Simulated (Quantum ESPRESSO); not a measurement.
## BN (P6_3mc): zone-centre phonons

Which modes does BN (P6_3mc) have at the zone centre?

Main program and level: Quantum ESPRESSO 7.5; DFT LDA, scalar-relativistic, plane waves, PseudoDojo norm-conserving pseudopotentials.

## Step 1: Set-up

It takes space group P6_3mc (No. 186, hexagonal). Conventional cell: a = 2.554 Å, b = 2.554 Å, c = 4.227 Å, α = 90.00°, β = 90.00°, γ = 120.00°. Nearest to B lie 4 N at 1.57 to 1.58 Å. Nearest to N lie 4 B at 1.57 to 1.58 Å. Farther neighbours and most contacts between anions are not listed.

Structure file:

```cif
data_structure
_symmetry_space_group_name_H-M 'P6_3mc'
_symmetry_Int_Tables_number 186
_cell_length_a 2.5539
_cell_length_b 2.5539
_cell_length_c 4.2269
_cell_angle_alpha 90.000
_cell_angle_beta 90.000
_cell_angle_gamma 120.000
_cell_volume 23.88
loop_
_atom_site_label
_atom_site_type_symbol
_atom_site_symmetry_multiplicity
_atom_site_Wyckoff_symbol
_atom_site_fract_x
_atom_site_fract_y
_atom_site_fract_z
_atom_site_occupancy
B1 B 2 b 0.66667 0.33333 0.99972 1
N1 N 2 b 0.66667 0.33333 0.62528 1
```

## Step 2: A probe with smearing

A cheap run with smearing and empty bands tells whether the crystal has a gap, which decides between fixed occupations and smearing later on.

File probe.in:

```
 &control
    calculation='scf',
    prefix='x',
    outdir='./tmp',
    pseudo_dir='./pseudo',
    tprnfor=.true.,
    tstress=.true.,
    verbosity='high',
 /
 &system
    ibrav=4,
    celldm(1)=4.82624638,
    celldm(3)=1.65503327,
    nat=4,
    ntyp=2,
    ecutwfc=92.0,
    occupations='smearing',
    smearing='gaussian',
    degauss=0.01,
 /
 &electrons
    conv_thr=1.0d-07,
    mixing_beta=0.7,
    electron_maxstep=100,
 /
ATOMIC_SPECIES
 B      10.8100  B.upf
 N      14.0070  N.upf
ATOMIC_POSITIONS crystal
 B      0.666666670   0.333333330   0.999724000
 B      0.333333330   0.666666670   0.499724000
 N      0.666666670   0.333333330   0.625276000
 N      0.333333330   0.666666670   0.125276000
K_POINTS automatic
 9 9 4 0 0 0
```

Started as:

```console
OMP_NUM_THREADS=1 mpirun -n 8 pw.x -nk 8 -in probe.in > probe.out
```

Output:

```text
[banners, grids, parts of the stress and lines that vanish by symmetry left out]
Program PWSCF v.7.5
     bravais-lattice index     =            4
     lattice parameter (alat)  =       4.8262  a.u.
[...]
kinetic-energy cutoff     =      92.0000  Ry
     charge density cutoff     =     368.0000  Ry
     scf convergence threshold =      1.0E-07
[...]
Exchange-correlation= SLA  PW   NOGX NOGC
                           (   1   4   0   0   0   0   0)
[...]
12 Sym. Ops. (no inversion) found ( 6 have fractional translation)
[...]
(     0          1          0      )
                  (     0          0          1      )
[...]
(  0.0000000  1.0000000  0.0000000 )
                  (  0.0000000  0.0000000  1.0000000 )
[...]
(     0         -1          0      )       (  0.0000000 )
[...]
(     0          0          1      )
[...]
( -0.8660254 -0.5000000  0.0000000 )
                  (  0.0000000  0.0000000  1.0000000 )
[...]
number of k points=    36  Gaussian smearing, width (Ry)=  0.0100
[...]
End of self-consistent calculation
[...]
the Fermi energy is    12.1959 ev
!    total energy              =     -53.69604334 Ry
[...]
convergence has been achieved in   7 iterations
[...]
atom    1 type  1   force =    -0.00000000   -0.00000000    0.00083731
     atom    2 type  1   force =     0.00000000    0.00000000    0.00083731
     atom    3 type  2   force =     0.00000000   -0.00000000   -0.00083731
     atom    4 type  2   force =     0.00000000    0.00000000   -0.00083731
[...]
Total force =     0.001675     Total SCF correction =     0.000024
[...]
total   stress  (Ry/bohr**3)                   (kbar)     P=     -134.82
[...]
XML data file, charge density, pseudopotentials, collected wavefunctions

   JOB DONE.
```

The job ended after 2.9 s (8 MPI ranks of Arm Neoverse V1, shared host).

This step gave:

```yaml
volume_per_atom: 5.969 Å³
pressure: -13.48 GPa
gap_on_the_k_mesh: 5.043 eV
```

A gap of 5.0 eV opens on this mesh, so the crystal is taken as an insulator; the start stands at -13 GPa.

## Step 3: Relaxation

The relaxation runs at a cutoff a fifth above that of the response, since stress converges more slowly with the basis than frequencies do. Forces and stress are brought to rest with tight thresholds.

File relax.in:

```
 &control
    calculation='vc-relax',
    prefix='x',
    outdir='./tmp',
    pseudo_dir='./pseudo',
    tprnfor=.true.,
    tstress=.true.,
    forc_conv_thr=2.0d-05,
    etot_conv_thr=1.0d-07,
    nstep=40,
 /
 &system
    ibrav=4,
    celldm(1)=4.82624638,
    celldm(3)=1.65503327,
    nat=4,
    ntyp=2,
    ecutwfc=110,
    occupations='fixed',
    nbnd=10,
 /
 &electrons
    conv_thr=1.0d-11,
    mixing_beta=0.7,
    electron_maxstep=100,
 /
 &ions
 /
 &cell
    press_conv_thr=0.2,
 /
ATOMIC_SPECIES
 B      10.8100  B.upf
 N      14.0070  N.upf
ATOMIC_POSITIONS crystal
 B      0.666666670   0.333333330   0.999724000
 B      0.333333330   0.666666670   0.499724000
 N      0.666666670   0.333333330   0.625276000
 N      0.333333330   0.666666670   0.125276000
K_POINTS automatic
 9 9 6 0 0 0
```

Started as:

```console
OMP_NUM_THREADS=1 mpirun -n 8 pw.x -nk 8 -in relax.in > relax.out
```

Output:

```text
[banners, grids, parts of the stress and lines that vanish by symmetry left out]
[banner, memory and clock lines left out]
Program PWSCF v.7.5

[...]
kinetic-energy cutoff     =     110.0000  Ry
     charge density cutoff     =     440.0000  Ry
     scf convergence threshold =      1.0E-11
[...]
energy convergence thresh.=      1.0E-07
     force convergence thresh. =      2.0E-05
     press convergence thresh. =      2.0E-01
     Exchange-correlation= SLA  PW   NOGX NOGC
                           (   1   4   0   0   0   0   0)
[...]
12 Sym. Ops. (no inversion) found ( 6 have fractional translation)
[...]
number of k points=    48
[...]
c_bands:  1 eigenvalues not converged
[...]
End of self-consistent calculation
[...]
highest occupied, lowest unoccupied level (ev):    10.8962   15.9398
!    total energy              =     -53.69608532 Ry
[...]
convergence has been achieved in  13 iterations
[...]
atom    1 type  1   force =     0.00000000    0.00000000    0.00080684
     atom    2 type  1   force =     0.00000000    0.00000000    0.00080684
     atom    3 type  2   force =     0.00000000    0.00000000   -0.00080684
     atom    4 type  2   force =     0.00000000    0.00000000   -0.00080684
     Total force =     0.001614     Total SCF correction =     0.000000
[...]
total   stress  (Ry/bohr**3)                   (kbar)     P=     -134.30
[...]
number of bfgs steps    =   0
[...]
CELL_PARAMETERS (alat=  4.82624638)
[...]
ATOMIC_POSITIONS (crystal)
B                0.6666666700        0.3333333300        0.9998250117
B                0.3333333300        0.6666666700        0.4998250117
N                0.6666666700        0.3333333300        0.6251749883
N                0.3333333300        0.6666666700        0.1251749883
[...]
New effective cutoffs (rho, wfc):  460.55  115.31
[...]
End of self-consistent calculation
[...]
highest occupied, lowest unoccupied level (ev):    12.0346   16.9928
!    total energy              =     -53.69631459 Ry
[...]
convergence has been achieved in  10 iterations
[...]
atom    1 type  1   force =     0.00000000    0.00000000   -0.00208460
     atom    2 type  1   force =    -0.00000000    0.00000000   -0.00208460
     atom    3 type  2   force =     0.00000000    0.00000000    0.00208460
     atom    4 type  2   force =    -0.00000000   -0.00000000    0.00208460
     Total force =     0.004169     Total SCF correction =     0.000000
[...]
total   stress  (Ry/bohr**3)                   (kbar)     P=      142.81
[...]
number of bfgs steps    =   1
[...]
CELL_PARAMETERS (alat=  4.82624638)
[...]
ATOMIC_POSITIONS (crystal)
[...]
New effective cutoffs (rho, wfc):  449.92  112.56
[...]
End of self-consistent calculation
[...]
highest occupied, lowest unoccupied level (ev):    11.4531   16.4467
!    total energy              =     -53.69873743 Ry
[...]
convergence has been achieved in   9 iterations
[...]
atom    1 type  1   force =     0.00000000    0.00000000   -0.00000568
     atom    2 type  1   force =     0.00000000    0.00000000   -0.00000568
     atom    3 type  2   force =    -0.00000000   -0.00000000    0.00000568
     atom    4 type  2   force =    -0.00000000   -0.00000000    0.00000568
     Total force =     0.000011     Total SCF correction =     0.000000
[...]
highest occupied, lowest unoccupied level (ev):    11.4783   16.4692
!    total energy              =     -53.69874274 Ry
[...]
convergence has been achieved in   9 iterations
[...]
atom    1 type  1   force =    -0.00000000   -0.00000000    0.00000938
     atom    2 type  1   force =    -0.00000000    0.00000000    0.00000938
[...]
Total force =     0.000019     Total SCF correction =     0.000000
[...]
total   stress  (Ry/bohr**3)                   (kbar)     P=       -0.28
[...]
number of bfgs steps    =   3
[...]
CELL_PARAMETERS (alat=  4.82624638)
[...]
ATOMIC_POSITIONS (crystal)
[...]
New effective cutoffs (rho, wfc):  450.39  112.68
[...]
End of self-consistent calculation
[...]
highest occupied, lowest unoccupied level (ev):    11.4796   16.4702
!    total energy              =     -53.69874275 Ry
[...]
convergence has been achieved in   5 iterations
[...]
Total force =     0.000015     Total SCF correction =     0.000000
[...]
total   stress  (Ry/bohr**3)                   (kbar)     P=        0.02
[...]
number of bfgs steps    =   4
[...]
small trust_radius: resetting bfgs history
[...]
CELL_PARAMETERS (alat=  4.82624638)
[...]
ATOMIC_POSITIONS (crystal)
[...]
New effective cutoffs (rho, wfc):  450.39  112.69
[...]
End of self-consistent calculation
[...]
highest occupied, lowest unoccupied level (ev):    11.4794   16.4701
!    total energy              =     -53.69874276 Ry
[...]
convergence has been achieved in   4 iterations
[...]
atom    1 type  1   force =    -0.00000000   -0.00000000    0.00000610
     atom    2 type  1   force =     0.00000000   -0.00000000    0.00000610
     atom    3 type  2   force =     0.00000000   -0.00000000   -0.00000610
     atom    4 type  2   force =     0.00000000    0.00000000   -0.00000610
     Total force =     0.000012     Total SCF correction =     0.000000
[...]
total   stress  (Ry/bohr**3)                   (kbar)     P=       -0.02
[...]
bfgs converged in   6 scf cycles and   5 bfgs steps
[...]
End of BFGS Geometry Optimization
     Final enthalpy           =     -53.6987427565 Ry
     File ./tmp/x.bfgs deleted, as requested
[...]
CELL_PARAMETERS (alat=  4.82624638)
[...]
ATOMIC_POSITIONS (crystal)
[...]
N                0.6666666700        0.3333333300        0.6253076478
N                0.3333333300        0.6666666700        0.1253076478
[...]
Final scf calculation at the relaxed structure.
[...]
kinetic-energy cutoff     =     110.0000  Ry
     charge density cutoff     =     440.0000  Ry
     scf convergence threshold =      1.0E-13
[...]
press convergence thresh. =      2.0E-01
     Exchange-correlation= SLA  PW   NOGX NOGC
                           (   1   4   0   0   0   0   0)
[...]
12 Sym. Ops. (no inversion) found ( 6 have fractional translation)
[...]
number of k points=    48
[...]
c_bands:  1 eigenvalues not converged
     c_bands:  1 eigenvalues not converged
     c_bands:  1 eigenvalues not converged
     c_bands:  2 eigenvalues not converged
     c_bands:  1 eigenvalues not converged
[...]
End of self-consistent calculation
[...]
highest occupied, lowest unoccupied level (ev):    11.4794   16.4701
!    total energy              =     -53.69873983 Ry
[...]
convergence has been achieved in  17 iterations
[...]
atom    1 type  1   force =    -0.00000000   -0.00000000    0.00000614
     atom    2 type  1   force =     0.00000000   -0.00000000    0.00000614
     atom    3 type  2   force =     0.00000000   -0.00000000   -0.00000614
     atom    4 type  2   force =     0.00000000    0.00000000   -0.00000614
     Total force =     0.000012     Total SCF correction =     0.000000
[...]
total   stress  (Ry/bohr**3)                   (kbar)     P=       -0.05
[...]
XML data file, charge density, pseudopotentials, collected wavefunctions
```

Elapsed: 29 s, on 8 MPI ranks; 3.8 min of CPU time.

The steps of the relaxation:

| step | energy less that of the first step (eV) | largest force (eV/Å) | pressure (GPa) | volume (Å³) |
| --- | --- | --- | --- | --- |
| 1 | 0.0000 | 0.0207 | -13.43 | 23.88 |
| 2 | -0.0031 | 0.0536 | 14.28 | 22.28 |
| 3 | -0.0361 | 0.0001 | -0.63 | 23.07 |
| 4 | -0.0362 | 0.0002 | -0.03 | 23.04 |
| 5 | -0.0362 | 0.0002 | 0.00 | 23.04 |
| 6 | -0.0362 | 0.0002 | 0.00 | 23.04 |
| 7 | -0.0361 | 0.0002 | -0.01 | 23.04 |

| conventional cell, symmetrised | before | after | change |
| --- | --- | --- | --- |
| a (Å) | 2.554 | 2.524 | -1.2 % |
| b (Å) | 2.554 | 2.524 | -1.2 % |
| c (Å) | 4.227 | 4.176 | -1.2 % |
| volume (Å³/atom) | 5.97 | 5.76 | -3.5 % |

Final coordinates:

```
CELL_PARAMETERS angstrom
2.52399 0.00000 0.00000
-1.26200 2.18584 0.00000
0.00000 0.00000 4.17571
ATOMIC_POSITIONS crystal
B 0.66667 0.33333 0.99969
B 0.33333 0.66667 0.49969
N 0.66667 0.33333 0.62531
N 0.33333 0.66667 0.12531
```

The last row of the table of steps is pw.x's closing run on a basis chosen anew for the final cell, so its energy can jump.

This step gave:

```
volume per atom   : 5.759 Å³
pressure          : -0.005 GPa
gap on the k-mesh : 4.991 eV
```

The volume changes by -3.5 % from the cell with which this run began.

## Step 4: Self-consistent run for the response

Perturbation theory inherits every error of the wavefunctions, so the threshold is set near the limit of the arithmetic. With a gap, occupations are fixed, which also allows the response to an electric field.

File scf.in:

```
 &control
    calculation='scf',
    prefix='x',
    outdir='./tmp',
    pseudo_dir='./pseudo',
    tprnfor=.true.,
    tstress=.true.,
 /
 &system
    ibrav=4,
    celldm(1)=4.76965126,
    celldm(3)=1.65440784,
    nat=4,
    ntyp=2,
    ecutwfc=92.0,
    occupations='fixed',
    nbnd=10,
 /
 &electrons
    conv_thr=1.0d-12,
    mixing_beta=0.7,
    electron_maxstep=100,
 /
ATOMIC_SPECIES
 B      10.8100  B.upf
 N      14.0070  N.upf
ATOMIC_POSITIONS crystal
 B      0.666666667   0.333333333   0.999692352
 B      0.333333333   0.666666667   0.499692352
 N      0.666666667   0.333333333   0.625307648
 N      0.333333333   0.666666667   0.125307648
K_POINTS automatic
 12 12 8 0 0 0
```

Started as:

```console
OMP_NUM_THREADS=1 mpirun -n 8 pw.x -nk 8 -in scf.in > scf.out
```

Output:

```text
[banners, grids, parts of the stress and lines that vanish by symmetry left out]
[banner, memory and clock lines left out]
Program PWSCF v.7.5

[...]
kinetic-energy cutoff     =      92.0000  Ry
     charge density cutoff     =     368.0000  Ry
     scf convergence threshold =      1.0E-12
[...]
Exchange-correlation= SLA  PW   NOGX NOGC
                           (   1   4   0   0   0   0   0)
[...]
12 Sym. Ops. (no inversion) found ( 6 have fractional translation)
[...]
number of k points=    95
[...]
c_bands:  2 eigenvalues not converged
     c_bands:  1 eigenvalues not converged
[...]
End of self-consistent calculation
[...]
highest occupied, lowest unoccupied level (ev):    11.4794   16.4702
!    total energy              =     -53.69869956 Ry
[...]
convergence has been achieved in  14 iterations
[...]
atom    1 type  1   force =    -0.00000000   -0.00000000    0.00000175
     atom    2 type  1   force =     0.00000000   -0.00000000    0.00000175
     atom    3 type  2   force =     0.00000000    0.00000000   -0.00000175
     atom    4 type  2   force =    -0.00000000   -0.00000000   -0.00000175
     Total force =     0.000004     Total SCF correction =     0.000000
[...]
total   stress  (Ry/bohr**3)                   (kbar)     P=       -0.05
[...]
XML data file, charge density, pseudopotentials, collected wavefunctions
```

The job ended after 7.5 s (8 MPI ranks).

This step gave:

- pressure: -0.005333 GPa

The cell stands at -0.0053 GPa, close enough for phonons.

(Part 1 of 3 ends here.)

[Host names and launcher messages were left out of these logs when they were recorded.]

[Logs are printed without paths, hosts, clocks, repeated set-up lines and the standing remarks that a program may print on its own settings, such as how far it seeks lower states.]

[Hosts, paths, dates, database ids (printed as entryN), source tags and the programs' standing remarks are cut or masked in the printed files.]
